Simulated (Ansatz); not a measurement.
**SbAs (model cell, started as rocksalt type): phonons and vibrational spectra**

Wanted: phonon frequencies of SbAs (model cell, started as rocksalt type) and what follows from them.

Method: DFT PBEsol, scalar-relativistic, plane waves, PAW, in Ansatz 0.2.0.

The structure was built from a prototype and need not be the compound's stable phase.

### Step 1. Starting point

Symmetry: Fm-3m, No. 225, cubic system. Conventional cell: a = 5.700 Å, b = 5.700 Å, c = 5.700 Å, α = 90.00°, β = 90.00°, γ = 90.00°. Nearest to Sb lie 6 As at 2.85 Å. Nearest to As lie 6 Sb at 2.85 Å. Farther neighbours are not listed.

### Step 2. Relaxation

The cell and atoms are relaxed, since residual forces and stress would shift the frequencies.

Contents of input.yaml:

```yaml
crystal:
  lattice:
    - [0.0, 2.85, 2.85]
    - [2.85, 0.0, 2.85]
    - [2.85, 2.85, 0.0]
  atoms:
    - { symbol: Sb, position: [0.0, 0.0, 0.0] }
    - { symbol: As, position: [0.5, 0.5, 0.5] }
kpoints:
  mp_grid: { grid: [12, 12, 12] }
hamiltonian:
  xc: pbesol
scf:
  occupations: { method: gaussian, width: 0.1 }
output:
  forces: true
  stress: true
  eigenvalues: true
  write_density: true
  write_potential: true
  elf: true
  volumetric_format: npy
relax:
  adjacent_minimum: "off"
  f_tol: 0.005
  max_steps: 80
  cell: { stress_tol: 0.05 }
```

Launch:

```console
ansatz run input.yaml --threads 4 --pin off --max-ram 7168MiB --backend cpu --events-out ev --progress --plain --runs-dir out
```

Numbers of over 12 decimals in the logs are rounded to 6 here.

Output:

```text
Engine: ansatz 0.2.0, aarch64-unknown-linux-gnu
Pseudopotentials: kind: paw
Pseudopotential: Sb, paw, valence charge 15, recommended cutoff 420 eV (normal), Sb.paw.azcp
Pseudopotential: As, paw, valence charge 15, recommended cutoff 420 eV (normal), As.paw.azcp
Functional definition: PBEsol
  exchange = pbesol_x
  correlation = pbesol_c
Crystal: 2 atoms, lattice volume = 46.298 Å³
Basis set: ecut = 420 eV, 893 PW (Γ), exchange–correlation on 54×54×54 points (8 copies of the dense FFT grid, shifted against one another)
Bands: 19, of which v1, the nominal top of the filled ones, is band 15 counted from 1 (14 counted from 0)
Symmetry: 48 space group operations
Space group: Fm-3m (ITA 225), of the structure as read, at distance tolerance 3.6e-5 Å
k-points: 72 of 1728
Non-local potential: Sb, projectors of the file, l = 0: 2, l = 1: 2, l = 2: 2, l = 3: 2
Non-local potential: As, projectors of the file, l = 0: 2, l = 1: 2, l = 2: 3, l = 3: 1
PAW form: soft (Blöchl's): semilocal exchange-correlation on the pseudo side does not see the compensation charge
PAW frozen core: Sb, regenerated for the run's functional, and the local potential with it (the file was generated under x = pbe(κ = 0.804, μ = 0.219515), c = pbe(β = 0.066725))
PAW frozen core: As, regenerated for the run's functional, and the local potential with it (the file was generated under x = pbe(κ = 0.804, μ = 0.219515), c = pbe(β = 0.066725))
PAW one-centre angular grid: Sb, 590 points (default); XC on 64 Gauss nodes
PAW one-centre angular grid: As, 590 points (default); XC on 64 Gauss nodes
Initial density: superposition of atomic densities (neutral atoms: chi_scale 0, normalization atom), corrected by the library's trained network
Initial wavefunctions: pseudopotential atomic-orbital guess
Functional: x = pbesol(κ = 0.804, μ = 0.123457), c = pbesol(β = 0.046)
SCF iter   1: F=—  HF=-11221.039306 eV  |F-HF|=—  |Δ(HF+E_count)|=         —  Δρ=2.94e-3  dr2=6.41e-3  ethr=1.77e-3  ⟨swp⟩=5.7  Hψ=6564  notcnv=0
preconditioner: auto → Kerker (q_TF=auto, 2.538 Å⁻¹)  [metal: Δε(μ)=0.012 eV  Ē_g=9.730 eV  σ=0.100 eV  W_gap=0.07  n_scr=14 (ndim 8)  ℏωp=17.3 eV  f_vac=0.000  D(μ)=0.98/eV (n_scr^D=8)]
SCF iter   2: F=—  HF=-11221.036555 eV  |F-HF|=—  |Δ(HF+E_count)|=   2.75e-3  Δρ=1.63e-3  dr2=1.43e-3  ethr=2.14e-5  ⟨swp⟩=2.4  Hψ=3054  notcnv=0
SCF iter   3: F=—  HF=-11221.036200 eV  |F-HF|=—  |Δ(HF+E_count)|=   3.55e-4  Δρ=4.75e-4  dr2=1.64e-4  ethr=4.77e-6  ⟨swp⟩=2.0  Hψ=2456  notcnv=0
SCF iter   4: F=—  HF=-11221.036179 eV  |F-HF|=—  |Δ(HF+E_count)|=   2.17e-5  Δρ=2.06e-4  dr2=1.87e-5  ethr=5.48e-7  ⟨swp⟩=2.3  Hψ=1933  notcnv=0
SCF iter   5: F=—  HF=-11221.036180 eV  |F-HF|=—  |Δ(HF+E_count)|=   1.53e-6  Δρ=6.16e-5  dr2=2.35e-6  ethr=6.23e-8  ⟨swp⟩=2.0  Hψ=2060  notcnv=0
SCF iter   6: F=—  HF=-11221.036180 eV  |F-HF|=—  |Δ(HF+E_count)|=   1.19e-7  Δρ=3.52e-5  dr2=2.71e-7  ethr=7.84e-9  ⟨swp⟩=2.0  Hψ=2094  notcnv=0
SCF iter   7: F=-11221.036180 eV  HF=-11221.036180 eV  |F-HF|=6.69e-10  |Δ(HF+E_count)|=   2.79e-7  Δρ=7.16e-6  dr2=1.57e-8  ethr=3.33e-10  ⟨swp⟩=9.2  Hψ=9468  notcnv=0
SCF 1 converged in 7 iterations: F = -11221.036180 eV  dr2 = 1.57e-8
  greatest PAW one-centre occupation: 0.999 electrons in one spin orbital (limit 2), on the As atom at site 1 (counted from 0), in its partial waves of l = 2
relax step   1: F+E_penalty+E_count = -11221.03617989 eV  Δ(F+E_penalty+E_count) = +0.000e0 eV  max|allowed force component| = 5.259e-31 eV/Å  Δτ_max = 0.0000 Å  P = +2.632 GPa  Ω = 46.298 Å³  (7 SCF iters, dr2 threshold 1.00e-7 eV, accepted)
Crystal: 2 atoms, lattice volume = 49.586 Å³
Basis set: ecut = 420 eV, 941 PW (Γ), exchange–correlation on 54×54×54 points (8 copies of the dense FFT grid, shifted against one another)
Initial density: handed on by an earlier stage of this run
Initial wavefunctions: those handed on with the density
iter 1 solved again at ethr=7.56e-6 eV; its pass at ethr=3.10e-3 eV (dr2=2.27e-3 eV) is discarded
SCF iter   1: F=—  HF=-11221.034201 eV  |F-HF|=—  |Δ(HF+E_count)|=         —  Δρ=1.86e-3  dr2=2.18e-3  ethr=7.56e-6  ⟨swp⟩=2.0  Hψ=8946  notcnv=0
preconditioner: auto → Kerker (q_TF=auto, 2.509 Å⁻¹)  [metal: Δε(μ)=0.045 eV  Ē_g=9.330 eV  σ=0.100 eV  W_gap=0.24  n_scr=14 (ndim 8)  ℏωp=16.7 eV  f_vac=0.002  D(μ)=0.94/eV (n_scr^D=0)]
SCF iter   2: F=—  HF=-11221.034204 eV  |F-HF|=—  |Δ(HF+E_count)|=   2.90e-6  Δρ=1.29e-3  dr2=1.09e-3  ethr=7.26e-6  ⟨swp⟩=1.0  Hψ=1368  notcnv=0
SCF iter   3: F=—  HF=-11221.034215 eV  |F-HF|=—  |Δ(HF+E_count)|=   1.10e-5  Δρ=3.22e-4  dr2=8.56e-5  ethr=3.64e-6  ⟨swp⟩=2.0  Hψ=2435  notcnv=0
SCF iter   4: F=—  HF=-11221.034189 eV  |F-HF|=—  |Δ(HF+E_count)|=   2.59e-5  Δρ=1.57e-4  dr2=1.52e-5  ethr=2.85e-7  ⟨swp⟩=2.0  Hψ=2450  notcnv=0
SCF iter   5: F=—  HF=-11221.034198 eV  |F-HF|=—  |Δ(HF+E_count)|=   8.93e-6  Δρ=3.67e-5  dr2=6.55e-7  ethr=5.05e-8  ⟨swp⟩=2.0  Hψ=1713  notcnv=0
SCF iter   6: F=-11221.034198 eV  HF=-11221.034198 eV  |F-HF|=2.13e-8  |Δ(HF+E_count)|=   3.72e-7  Δρ=7.92e-6  dr2=2.97e-8  ethr=6.67e-10  ⟨swp⟩=9.8  Hψ=11043  notcnv=0
SCF 2 converged in 6 iterations: F = -11221.034198 eV  dr2 = 2.97e-8
relax step   2: F+E_penalty+E_count = -11221.03419834 eV  Δ(F+E_penalty+E_count) = +1.982e-3 eV  max|allowed force component| = 3.747e-30 eV/Å  Δτ_max = 0.0000 Å  P = -2.456 GPa  Ω = 49.586 Å³  energy of the carried Pulay correction = -7.152e-4 eV  (6 SCF iters, dr2 threshold 2.00e-7 eV, rejected (line search))
Crystal: 2 atoms, lattice volume = 47.882 Å³
iter 1 solved again at ethr=1.75e-6 eV; its pass at ethr=3.10e-3 eV (dr2=5.25e-4 eV) is discarded
SCF iter   1: F=—  HF=-11221.048263 eV  |F-HF|=—  |Δ(HF+E_count)|=         —  Δρ=9.17e-4  dr2=5.07e-4  ethr=1.75e-6  ⟨swp⟩=2.0  Hψ=8326  notcnv=0
preconditioner: auto → Kerker (q_TF=auto, 2.524 Å⁻¹)  [metal: Δε(μ)=0.059 eV  Ē_g=9.535 eV  σ=0.100 eV  W_gap=0.31  n_scr=14 (ndim 8)  ℏωp=17.0 eV  f_vac=0.000  D(μ)=1.00/eV (n_scr^D=8)]
SCF iter   2: F=—  HF=-11221.048252 eV  |F-HF|=—  |Δ(HF+E_count)|=   1.10e-5  Δρ=6.36e-4  dr2=2.51e-4  ethr=1.69e-6  ⟨swp⟩=1.0  Hψ=1368  notcnv=0
SCF iter   3: F=—  HF=-11221.048243 eV  |F-HF|=—  |Δ(HF+E_count)|=   8.78e-6  Δρ=1.60e-4  dr2=2.03e-5  ethr=8.35e-7  ⟨swp⟩=2.0  Hψ=2385  notcnv=0
SCF iter   4: F=—  HF=-11221.048236 eV  |F-HF|=—  |Δ(HF+E_count)|=   6.95e-6  Δρ=7.56e-5  dr2=3.27e-6  ethr=6.78e-8  ⟨swp⟩=2.0  Hψ=2449  notcnv=0
SCF iter   5: F=—  HF=-11221.048237 eV  |F-HF|=—  |Δ(HF+E_count)|=   7.74e-7  Δρ=1.69e-5  dr2=1.22e-7  ethr=1.09e-8  ⟨swp⟩=2.0  Hψ=1704  notcnv=0
SCF iter   6: F=—  HF=-11221.048237 eV  |F-HF|=—  |Δ(HF+E_count)|=   7.18e-8  Δρ=3.40e-6  dr2=4.78e-9  ethr=4.08e-10  ⟨swp⟩=2.0  Hψ=2451  notcnv=0
SCF iter   7: F=—  HF=-11221.048237 eV  |F-HF|=—  |Δ(HF+E_count)|=   1.04e-9  Δρ=5.48e-7  dr2=1.17e-10  ethr=1.59e-11  ⟨swp⟩=2.0  Hψ=2443  notcnv=0
SCF iter   8: F=-11221.048237 eV  HF=-11221.048237 eV  |F-HF|=3.64e-12  |Δ(HF+E_count)|=  9.46e-11  Δρ=1.17e-7  dr2=3.94e-12  ethr=1.00e-12  ⟨swp⟩=6.0  Hψ=6273  notcnv=0
SCF 3 converged in 8 iterations: F = -11221.048237 eV  dr2 = 3.94e-12
relax step   3: F+E_penalty+E_count = -11221.04823708 eV  Δ(F+E_penalty+E_count) = -1.206e-2 eV  max|allowed force component| = 1.216e-30 eV/Å  Δτ_max = 0.0000 Å  P = -0.043 GPa  Ω = 47.882 Å³  energy of the carried Pulay correction = -3.508e-4 eV  (8 SCF iters, accepted)
Basis set: ecut = 420 eV, 941 PW (Γ), exchange–correlation on 60×60×60 points (8 copies of the dense FFT grid, shifted against one another)
Initial wavefunctions: pseudopotential atomic-orbital guess (no wavefunctions were taken with the density)
iter 1 solved again at ethr=1.49e-7 eV; its pass at ethr=3.10e-3 eV (dr2=4.47e-5 eV) is discarded
SCF iter   1: F=—  HF=-11221.048574 eV  |F-HF|=—  |Δ(HF+E_count)|=         —  Δρ=3.67e-5  dr2=7.44e-8  ethr=1.49e-7  ⟨swp⟩=2.8  Hψ=9761  notcnv=0
preconditioner: auto → Kerker (q_TF=auto, 2.524 Å⁻¹)  [metal: Δε(μ)=0.060 eV  Ē_g=9.533 eV  σ=0.100 eV  W_gap=0.32  n_scr=14 (ndim 8)  ℏωp=17.0 eV  f_vac=0.000  D(μ)=1.00/eV (n_scr^D=8)]
SCF iter   2: F=—  HF=-11221.048574 eV  |F-HF|=—  |Δ(HF+E_count)|=   3.77e-7  Δρ=2.01e-5  dr2=3.88e-8  ethr=2.48e-10  ⟨swp⟩=2.0  Hψ=2452  notcnv=0
SCF iter   3: F=—  HF=-11221.048574 eV  |F-HF|=—  |Δ(HF+E_count)|=   1.51e-7  Δρ=7.54e-6  dr2=5.99e-9  ethr=1.29e-10  ⟨swp⟩=1.9  Hψ=1658  notcnv=0
SCF iter   4: F=—  HF=-11221.048574 eV  |F-HF|=—  |Δ(HF+E_count)|=   1.76e-8  Δρ=9.10e-7  dr2=1.84e-10  ethr=2.00e-11  ⟨swp⟩=2.1  Hψ=2420  notcnv=0
SCF iter   5: F=-11221.048574 eV  HF=-11221.048574 eV  |F-HF|=7.28e-12  |Δ(HF+E_count)|=  6.18e-11  Δρ=1.79e-7  dr2=1.00e-11  ethr=1.00e-12  ⟨swp⟩=4.8  Hψ=6056  notcnv=0
SCF 4 converged in 5 iterations: F = -11221.048574 eV  dr2 = 1.00e-11
relax step   4: F+E_penalty+E_count = -11221.04857378 eV  Δ(F+E_penalty+E_count) = -3.367e-4 eV  max|allowed force component| = 1.972e-30 eV/Å  Δτ_max = 0.0000 Å  P = -0.047 GPa  Ω = 47.882 Å³  stress off target by 4.68e-2 GPa  SCF on the basis re-selected at this cell (its energy is not comparable with the rows above)  (5 SCF iters)
basis re-selected at this cell: Δ(F+E_penalty+E_count) = -3.367e-4 eV, ΔP = -0.003 GPa vs the last step (what re-selecting the basis moved, of the pressure what is left beyond the Pulay correction that the steps carried, after the strain that the cell walked since its last selection, with what the two solves' SCF thresholds leave and, on support functions, any second-order correction that the steps lacked; it is no measure of the basis error at this ecutwfc). The dense FFT grid was sized anew with the basis: this SCF ran on 30×30×30 points, the steps before it on 27×27×27, so part of this shift can come from that change (see relax.cell in the input reference). [rest of the remark cut]
SCF converged after 5 iterations
Free energy (F): -11221.048574 eV
Harris-Foulkes:  -11221.048574 eV  (|F-HF|=7.28e-12)
Internal energy: -11221.043560 eV  (E = F + TS)
E sigma→0 (E₀):  -11221.046067 eV
Entropy (-TS):   -0.005014 eV (-2.507 meV/atom)
Fermi energy:    11.128651 eV
--- Per-component energies (eV) ---
  E_band       = -374.111380
  E_kinetic    = 310.498136
  E_local      = -3118.536396  (includes V_loc(G=0)·N_el)
  E_nonlocal   = -304.519636
  E_hartree    = 1588.233362
  E_xc         = -216.705534
  E_vxc        = -176.512287  (∫ρ·V_xc dr)
  E_paw        = -6291.797509  (= ΣΔE_a)
  E_vpaw       = -261.507722  (= ΣTr[D̂ρ^β])
  E_aug_tail   = 0.000007  (compensation charges beyond the density's cutoff)
  E_ewald      = -3189.514276
  E_core_change = 1.298286  (= ΣΔE_core)
  E_smearing   = -0.005014  (= −TS)
  E_closure    = 0.000000  (closes the sum)
  Σ components = -11221.048574   (vs F -11221.048574, Δ=0.00e0)
--- Forces (eV/Å), atoms counted from 1 ---
  atom   1  Sb     0.00000000     0.00000000     0.00000000
  atom   2  As    -0.00000000    -0.00000000    -0.00000000
  max |Σ_I F_I| component: 1.05e-30 eV/Å
--- Stress (GPa, compression-positive) ---
       -0.046756      -0.000000      -0.000000
       -0.000000      -0.046756       0.000000
       -0.000000      -0.000000      -0.046756
  P = ⅓ Tr σ = -0.0468 GPa (-0.468 kbar)
--- Band table (eV; the first three rows and the last of 72) ---
  k-point 0: bands = [... 11 lower, 6.3564, 9.2803, 9.2803, 9.2803, 14.9176, 14.9176, 14.9176, 16.4267]
  k-point 1: bands = [... 11 lower, 5.9029, 9.2925, 9.2925, 9.5614, 14.4886, 14.4886, 14.5854, 16.3395]
  k-point 2: bands = [... 11 lower, 4.9037, 9.3388, 9.3388, 10.0499, 13.6101, 13.6101, 13.8851, 16.4009]
  k-point 71: bands = [... 11 lower, 1.8551, 5.6379, 5.6379, 11.1416, 11.5853, 16.5832, 16.5832, 18.1442]
--- Relaxed structure (3 steps of the walk, 2 accepted, 1 SCFs on fresh bases) ---
  F+E_penalty+E_count = -11221.04857378 eV   max|allowed force component| = 1.972e-30 eV/Å   (the final SCF, on the basis selected at the relaxed cell)
  cell:  # Å, volume = 47.8822 Å³
    - [0.0, 2.882137, 2.882137]
    - [2.882137, 0, 2.882137]
    - [2.882137, 2.882137, 0]
  atoms:
    - { symbol: Sb, position: [0, 0, 0] }
    - { symbol: As, position: [0.5, 0.5, 0.5] }
```

Run time: 3.7 s. Hardware: 4 threads of Arm Neoverse V2, shared host; peak memory 0.41 GiB; 13 s of CPU time.

Step by step:

| step | energy less that of the first step (eV) | largest force component (eV/Å) | pressure (GPa) | volume (Å³) |
| --- | --- | --- | --- | --- |
| 1 | 0.0000 | 0.0000 | 2.63 | 46.30 |
| 2 | 0.0020 | 0.0000 | -2.46 | 49.59 |
| 3 | -0.0121 | 0.0000 | -0.04 | 47.88 |
| 4* | -0.0124 | 0.0000 | -0.05 | 47.88 |

Relaxation steps marked * repeat the geometry before them on a plane-wave basis chosen anew for their cell, so energy and pressure can jump there. Relaxation step 2 was tried and not accepted.

Forces are held to the 48 operations that the run works with; a distortion that breaks them can't arise in this run.

| conventional cell, symmetrised | before | after | change |
| --- | --- | --- | --- |
| a (Å) | 5.700 | 5.764 | +1.1 % |
| b (Å) | 5.700 | 5.764 | +1.1 % |
| c (Å) | 5.700 | 5.764 | +1.1 % |
| volume (Å³/atom) | 23.15 | 23.94 | +3.4 % |

The relaxed structure:

```xyz
2
Lattice="0.0000 2.8821 2.8821 2.8821 0.0000 2.8821 2.8821 2.8821 0.0000" Properties=species:S:1:pos:R:3 pbc="T T T"
Sb    0.0000    0.0000    0.0000
As    2.8821    2.8821    2.8821
```

This step gave:

```
pressure          : -0.04676 GPa
volume per atom   : 23.94 Å³
gap on the k-mesh : 0 eV
```

ELF in the ac plane of the conventional cell at fractional y = 0.000, with atoms of Sb and As within 0.2 Å of it. It is the smooth field of the valence electrons, not physical close to the nuclei.

Ten even steps from '0' (0.00) to '9' (0.64), each cell a mean:
```
0156898447997630
2456689889976653
5664368999743566
7752236887522367
9863246666532479
9986565545555799
6898764113567997
4699752001468984
4799763001568984
8997665324566898
9974356656643689
8752236777522368
6653247998632466
4555579999865655
1356799768987641
0146898446997520
```
Columns run along a (5.8 Å), rows up along c (5.8 Å), edges of the conventional cell, whose origin can differ from the input's. Atoms in or near the plane, at fractional coordinates: Sb at (0.00, 0.00), Sb at (0.50, 0.50), As at (0.50, 0.00), As at (0.00, 0.50).

Valence density in the ac plane of the conventional cell at fractional y = 0.000, with atoms of Sb and As within 0.2 Å of it. It is the smooth field of the valence electrons, not physical close to the nuclei.

Values in e/Å³, 16 rows by 16 columns, each cell a mean:
```
13  5  1  0  0  0  2 12 18  6  1  0  0  1  2 10
 3  1  1  0  0  0  1  2  3  1  0  0  0  0  1  2
 1  0  0  0  0  0  0  0  1  0  0  0  0  0  0  1
 0  0  0  0  0  0  0  0  0  0  0  0  0  0  0  0
 0  0  0  0  0  0  0  0  0  0  0  0  0  0  0  0
 1  1  0  0  0  0  1  1  1  1  0  0  0  0  0  1
 8  3  1  0  0  0  1  5  7  3  1  0  0  0  1  6
26  8  1  0  0  1  3 13 19  7  1  0  0  1  3 18
18  6  1  0  0  1  2 10 13  5  1  0  0  0  2 12
 3  1  0  0  0  0  1  2  3  1  1  0  0  0  1  2
 1  0  0  0  0  0  0  1  1  0  0  0  0  0  0  0
 0  0  0  0  0  0  0  0  0  0  0  0  0  0  0  0
 0  0  0  0  0  0  0  0  0  0  0  0  0  0  0  0
 1  1  0  0  0  0  0  1  1  1  0  0  0  0  1  1
 7  3  1  0  0  0  1  6  8  3  1  0  0  0  1  5
19  7  1  0  0  1  3 18 26  8  1  0  0  1  3 13
```
Columns run along a (5.8 Å), rows up along c (5.8 Å), edges of the conventional cell, whose origin can differ from the input's. Atoms in or near the plane, at fractional coordinates: Sb at (0.00, 0.00), Sb at (0.50, 0.50), As at (0.50, 0.00), As at (0.00, 0.50).

Electrostatic potential energy in the ac plane of the conventional cell at fractional y = 0.000, with atoms of Sb and As within 0.2 Å of it. With pseudopotentials it is smooth inside the atoms' cores, unlike the true potential.

Ten even steps from '0' (-17 eV) to '9' (21 eV), each cell a mean:
```
0015643895366300
0036763332577510
3467776445777753
6677877667778776
6677776556777776
3367763112577753
7336640000267525
9736630000156439
9536630000156438
3257751000367633
4577775334677764
6777877666778776
5677777666777765
1257775333677631
0026752573366400
0015643997366300
```
Columns run along a (5.8 Å; values clipped at the 3rd and 97th percentile), rows up along c (5.8 Å), edges of the conventional cell, whose origin can differ from the input's. Atoms in or near the plane, at fractional coordinates: Sb at (0.00, 0.00), Sb at (0.50, 0.50), As at (0.50, 0.00), As at (0.00, 0.50).

In this step the volume went from 23.15 to 23.94 Å³/atom.

### Step 3. Relaxing to small forces for the phonons

Phonons need a cell at rest on their own settings, so the relaxation is repeated with tight tolerances on forces and stress, using the mesh and the filling of the phonon run that follows.

Contents of input.yaml:

```yaml
crystal:
  lattice:
    - [0.0, 2.8821371265, 2.8821371265]
    - [2.8821371265, 0.0, 2.8821371265]
    - [2.8821371265, 2.8821371265, 0.0]
  atoms:
    - { symbol: Sb, position: [0.0, 0.0, 0.0] }
    - { symbol: As, position: [0.5, 0.5, 0.5] }
kpoints:
  mp_grid: { grid: [12, 12, 12] }
hamiltonian:
  xc: pbesol
scf:
  occupations: { method: methfessel_paxton, width: 0.2 }
output:
  forces: true
  stress: true
  eigenvalues: true
relax:
  adjacent_minimum: "off"
  f_tol: 0.001
  max_steps: 60
  cell: { stress_tol: 0.01 }
```

Output:

```text
[...]
Crystal: 2 atoms, lattice volume = 47.882 Å³
Basis set: ecut = 420 eV, 941 PW (Γ), exchange–correlation on 60×60×60 points (8 copies of the dense FFT grid, shifted against one another)
Bands: 19, of which v1, the nominal top of the filled ones, is band 15 counted from 1 (14 counted from 0)
Symmetry: 48 space group operations
[...]
k-points: 72 of 1728
[...]
k-point 71: bands = [... 11 lower, 1.8662, 5.6467, 5.6467, 11.1572, 11.6003, 16.5979, 16.5979, 18.1647]
--- Relaxed structure (3 steps of the walk, 3 accepted, 1 SCFs on fresh bases) ---
[...]
cell:  # Å, volume = 47.8408 Å³
    - [0, 2.881306, 2.881306]
    - [2.881306, 0, 2.881306]
    - [2.881306, 2.881306, 0]
  atoms:
    - { symbol: Sb, position: [0, 0, 0] }
    - { symbol: As, position: [0.500000, 0.500000, 0.500000] }
[key lines of the parts left out:]
SCF converged after 6 iterations
Free energy (F): -11221.046693 eV
Fermi energy:    11.147654 eV
P = ⅓ Tr σ = 0.0000 GPa (0.000 kbar)
```

Elapsed: 3.2 s, on 4 threads; peak memory 0.4 GiB.

Little changed from the start: no atom moved by 0.005 Å and no cell edge by 0.1 %.

Numbers from this step:

| Quantity | Value |
| --- | --- |
| pressure | 2.28e-5 GPa |
| volume per atom | 23.92 Å³ |

The forces vanish by symmetry and the pressure is 0.000 GPa, within the tolerances set. The cell now holds 23.92 Å³/atom.

[end of part 1 of 2]

[Logs are printed without paths, hosts, clocks, repeated set-up lines and the standing remarks that a program may print on its own settings, such as how far it seeks lower states.]

[Hosts, paths, dates, database ids (printed as entryN), source tags and the programs' standing remarks are cut or masked in the printed files.]
